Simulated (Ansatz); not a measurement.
# λ, α²F and ρ(T) of Ag-Pt-Ag stack of (100) layers, part 2 of 2

Aim: how strongly do electrons couple to phonons in Ag-Pt-Ag stack of (100) layers, and what resistivity does that give?

Ansatz 0.2.0; DFT LDA, scalar-relativistic, plane waves, PAW.

So far, coupling constant λ: step 5 (resistivity: q 3×3×1, k 9×9×1, scattering 12×12×1) 0.253. Also log mean phonon energy ħω_log (meV): step 5 10.9.

### Step 6. Electron–phonon run: q 3×3×1, k 12×12×1, scattering 16×16×1 (continued)

The Eliashberg function α²F has structure finer than the step of the table below, so its rows give means over 0.5 meV, whole bins alone (the curve runs from 0.098 to 24.9 meV). Peaks (meV: height): α²F 10.83: 0.160, 15.91: 0.151, 18.25: 0.373, 22.55: 0.125; α²F tr 11.03: 0.247, 14.15: 0.215, 18.25: 0.480, 22.55: 0.205.

Table of Eliashberg function α²F by phonon energy; means over each step:

| phonon energy (meV) | α²F | α²F tr |
| --- | --- | --- |
| 0.5 | 1.6e-4 | 6.6e-5 |
| 1.0 | 0.00119 | 3.4e-4 |
| 1.5 | 0.00207 | 6.8e-4 |
| 2.0 | 0.00252 | 9.9e-4 |
| 2.5 | 0.00351 | 0.00163 |
| 3.0 | 0.00508 | 0.00261 |
| 3.5 | 0.00872 | 0.00374 |
| 4.0 | 0.0163 | 0.00592 |
| 4.5 | 0.0181 | 0.00850 |
| 5.0 | 0.0211 | 0.0112 |
| 5.5 | 0.0248 | 0.0142 |
| 6.0 | 0.0287 | 0.0175 |
| 6.5 | 0.0336 | 0.0221 |
| 7.0 | 0.0480 | 0.0271 |
| 7.5 | 0.0506 | 0.0285 |
| 8.0 | 0.0422 | 0.0293 |
| 8.5 | 0.0441 | 0.0375 |
| 9.0 | 0.0617 | 0.0588 |
| 9.5 | 0.0670 | 0.0934 |
| 10.0 | 0.0969 | 0.159 |
| 10.5 | 0.140 | 0.201 |
| 11.0 | 0.155 | 0.239 |
| 11.5 | 0.138 | 0.221 |
| 12.0 | 0.137 | 0.207 |
| 12.5 | 0.127 | 0.176 |
| 13.0 | 0.105 | 0.156 |
| 13.5 | 0.0858 | 0.127 |
| 14.0 | 0.102 | 0.167 |
| 14.5 | 0.107 | 0.174 |
| 15.0 | 0.0977 | 0.142 |
| 15.5 | 0.129 | 0.146 |
| 16.0 | 0.143 | 0.153 |
| 16.5 | 0.116 | 0.147 |
| 17.0 | 0.123 | 0.154 |
| 17.5 | 0.132 | 0.158 |
| 18.0 | 0.211 | 0.271 |
| 18.5 | 0.0955 | 0.135 |
| 19.0 | 0.0125 | 0.0346 |
| 19.5 | 0.0151 | 0.0437 |
| 20.0 | 0.0186 | 0.0427 |
| 20.5 | 0.0341 | 0.0543 |
| 21.0 | 0.0341 | 0.0520 |
| 21.5 | 0.0401 | 0.0623 |
| 22.0 | 0.0630 | 0.104 |
| 22.5 | 0.0968 | 0.157 |
| 23.0 | 0.0649 | 0.0878 |
| 23.5 | 0.0737 | 0.0878 |
| 24.0 | 0.0629 | 0.0744 |
| 24.5 | 0.0215 | 0.0263 |

The self-energy step met imaginary modes, so this run fell back to plain Fourier phonons and is not comparable with runs that kept it. By its own test the run is not converged in the mesh. λ = 0.261 and 53.2 Ω per square at 300 K, against 0.253 and 53.6 in the run with q 3×3×1, k 9×9×1, scattering 12×12×1 (+3.4 % and -0.7 %). By the run's own test λ moves by 15 % between its two finest scattering meshes.

### Step 7. Coupling and resistivity: q 4×4×1, k 12×12×1, scattering 20×20×1

The next rung changes the q mesh, which sets the reach of the force constants and couplings; the scattering mesh, which samples the Fermi surface.

File input.yaml:

```yaml
crystal:
  lattice:
    - [2.6972121058, 0.0, 0.0]
    - [0.0, 2.6972121058, 0.0]
    - [0.0, 0.0, 31.6399998672]
  atoms:
    - { symbol: Ag, position: [0.0, 0.0, 0.1709515585] }
    - { symbol: Pt, position: [0.5, 0.5, 0.2357774978] }
    - { symbol: Ag, position: [0.0, 0.0, 0.3006034371] }
  periodic: [true, true, false]
kpoints:
  mp_grid: { grid: [12, 12, 1] }
hamiltonian:
  xc: lda
scf:
  occupations: { method: methfessel_paxton, width: 0.2 }
output:
  eigenvalues: true
phonons:
  method: dfpt
  qmesh: [4, 4, 1]
  temperatures: { t_max: 1000, t_step: 50 }
  qpath:
    path: [[0.0, 0.0, 0.0], [0.0, 0.5, 0.0], [0.5, 0.5, 0.0], [0.0, 0.0, 0.0]]
    npoints: 10
  electrical_resistivity:
    mesh: [20, 20, 1]
    temperatures: [20.0, 50.0, 77.0, 100.0, 150.0, 200.0, 300.0, 400.0, 600.0, 800.0]
```

The run is started by

```bash
$ ansatz run input.yaml --threads 8 --pin off --max-ram 16384MiB --backend cpu --events-out ev --progress --plain --runs-dir out
```

Wall time 6.1 min (8 threads of Arm Neoverse V2, shared host); peak memory 3.4 GiB; 47 min of CPU time.

Numbers from this step:

| Item | Value |
| --- | --- |
| zero point energy | 0.06734 eV/cell |
| highest frequency, solved or plainly interpolated | 199.7 cm⁻¹ |
| sheet resistance 300K | 53.94 Ω/square, mean in the plane |
| resistivity at 300 K | 17.07 μΩ cm, mean of the axes, of the whole cell with its vacuum |
| coupling constant λ | 0.232 |
| density of states at the Fermi level | 0.7677 states/eV a spin and cell |
| log mean phonon energy ħω_log | 11.1 meV |
| transport coupling constant λ_tr | 0.2739, 0.2739, 0 (xx, yy, zz) |
| Drude plasma energy | 3.773, 3.773, 0 eV (xx, yy, zz), of the whole cell with its vacuum |
| second-moment phonon energy ħω₂ | 13.47 meV, from the broadened α²F curve |

The self-energy step met imaginary modes, so this run fell back to plain Fourier phonons and is not comparable with runs that kept it. By its own test the run is not converged in the mesh. λ = 0.232 and 53.9 Ω per square at 300 K, against 0.261 and 53.2 in the run with q 3×3×1, k 12×12×1, scattering 16×16×1 (-11.1 % and +1.3 %).

### Step 8. The ladder

Times are for 8 threads of Arm Neoverse V2, shared host. The runs compared:

```csv
no.,run,"sheet resistance 300K (Ω/square, mean in the plane)",coupling constant λ,log mean phonon energy ħω_log (meV),time,memory (GiB)
1,"q 3×3×1, k 9×9×1, scattering 12×12×1",53.64,0.2525,10.94,2.2 min,3.2
2,"q 3×3×1, k 12×12×1, scattering 16×16×1",53.24,0.261,11.15,3.4 min,3.8
3,"q 4×4×1, k 12×12×1, scattering 20×20×1",53.94,0.232,11.1,6.1 min,3.4
```

The runs together, line α²F. Table of Eliashberg function α²F, α²F by phonon energy; read off at these points:

| phonon energy (meV) | q 3×3×1, k 9×9×1, scattering 12×12×1 | q 3×3×1, k 12×12×1, scattering 16×16×1 | q 4×4×1, k 12×12×1, scattering 20×20×1 |
| --- | --- | --- | --- |
| 1.0 | 5.3e-4 | 0.00120 | 3.7e-4 |
| 2.0 | 0.00336 | 0.00252 | 0.00204 |
| 3.0 | 0.00498 | 0.00509 | 0.00682 |
| 4.0 | 0.00925 | 0.0168 | 0.0118 |
| 5.0 | 0.0310 | 0.0209 | 0.0203 |
| 6.0 | 0.0336 | 0.0286 | 0.0297 |
| 7.0 | 0.0389 | 0.0492 | 0.0374 |
| 8.0 | 0.0486 | 0.0416 | 0.0418 |
| 9.0 | 0.107 | 0.0668 | 0.0834 |
| 10.0 | 0.0806 | 0.0967 | 0.105 |
| 10.8 | 0.152 | 0.159 | 0.119 |
| 11.0 | 0.166 | 0.157 | 0.121 |
| 11.2 | 0.170 | 0.148 | 0.112 |
| 12.0 | 0.128 | 0.137 | 0.106 |
| 13.0 | 0.105 | 0.107 | 0.0896 |
| 14.0 | 0.0815 | 0.103 | 0.0643 |
| 15.0 | 0.0728 | 0.0984 | 0.0625 |
| 15.6 | 0.125 | 0.140 | 0.102 |
| 16.0 | 0.0914 | 0.148 | 0.104 |
| 17.0 | 0.0961 | 0.122 | 0.0702 |
| 18.0 | 0.100 | 0.199 | 0.0865 |
| 18.1 | 0.0953 | 0.270 | 0.0917 |
| 18.5 | 0.290 | 0.0615 | 0.127 |
| 19.0 | 0.00965 | 0.0125 | 0.161 |
| 20.0 | 0.0155 | 0.0176 | 0.0223 |
| 21.0 | 0.0296 | 0.0334 | 0.0362 |
| 22.0 | 0.0491 | 0.0630 | 0.0817 |
| 23.0 | 0.138 | 0.0602 | 0.0665 |
| 24.0 | 0.0619 | 0.0654 | 0.0527 |

### Step 9. Outcome

```
run                                             : LDA, q 4×4×1, k 12×12×1, scattering 20×20×1
coupling constant λ                             : 0.232
log mean phonon energy ħω_log                   : 11.1 meV
states at the Fermi level                       : 0.768 states/eV/spin/cell
sheet resistance at 300 K                       : 53.9 Ω per square
change between its two finest scattering meshes : λ 6 %
time of that run                                : 6.1 min
```

What this shows: On the last rung that gave a resistivity at the base settings (q 4×4×1, k 12×12×1, scattering 20×20×1), Ag-Pt-Ag stack of (100) layers has λ = 0.23 and a phonon-limited sheet resistance of 53.9 Ω per square at 300 K. Across the runs of step 8 the sheet resistance 300K runs from 53.24 Ω/square, mean in the plane (q 3×3×1, k 12×12×1, scattering 16×16×1) to 53.94 Ω/square, mean in the plane (q 4×4×1, k 12×12×1, scattering 20×20×1), while the wall time spans a factor of 2.8. The coupling is weak (λ = 0.23), so phonons raise the electrons' mass at the Fermi surface by about 23 %. Values of ρ(T) under 50 K rest on the softest modes, mostly interpolated ones, and are the least sure of the table. The high-temperature form ρ = 2π k_B T λ_tr/(ħ ε₀ ω_p²) gives 23.2 μΩ cm along x at 300 K, against 17.1 from the Boltzmann equation. Ziman's lowest order at 300 K, 23.0, lies between: the step down to it comes mostly from the finite phonon energies, and the full solution lies lower still, since it lets the current shift to the states that scatter least. The three lowest branches give 51 % of λ. In the run quoted no mode is imaginary at the wavevectors of the 4×4×1 mesh; wavevectors off that mesh are interpolated. Only scattering by harmonic phonons counts; impurities, grain boundaries and thermal expansion are left out. The resistivity belongs to the whole cell, vacuum included; the sheet resistance is the quantity that does not depend on the vacuum. Spin–orbit coupling, left out here, matters for Pt. The c of the given cell is the typed one; the program laid its own vacuum and ran the layer in a cell 31.6 Å high. The structure was built by hand as an ordered model, and its stability against other phases was not tested.

[Logs are printed without paths, hosts, clocks, repeated set-up lines and the standing remarks that a program may print on its own settings, such as how far it seeks lower states.]

[Hosts, paths, dates, database ids (printed as entryN), source tags and the programs' standing remarks are cut or masked in the printed files.]
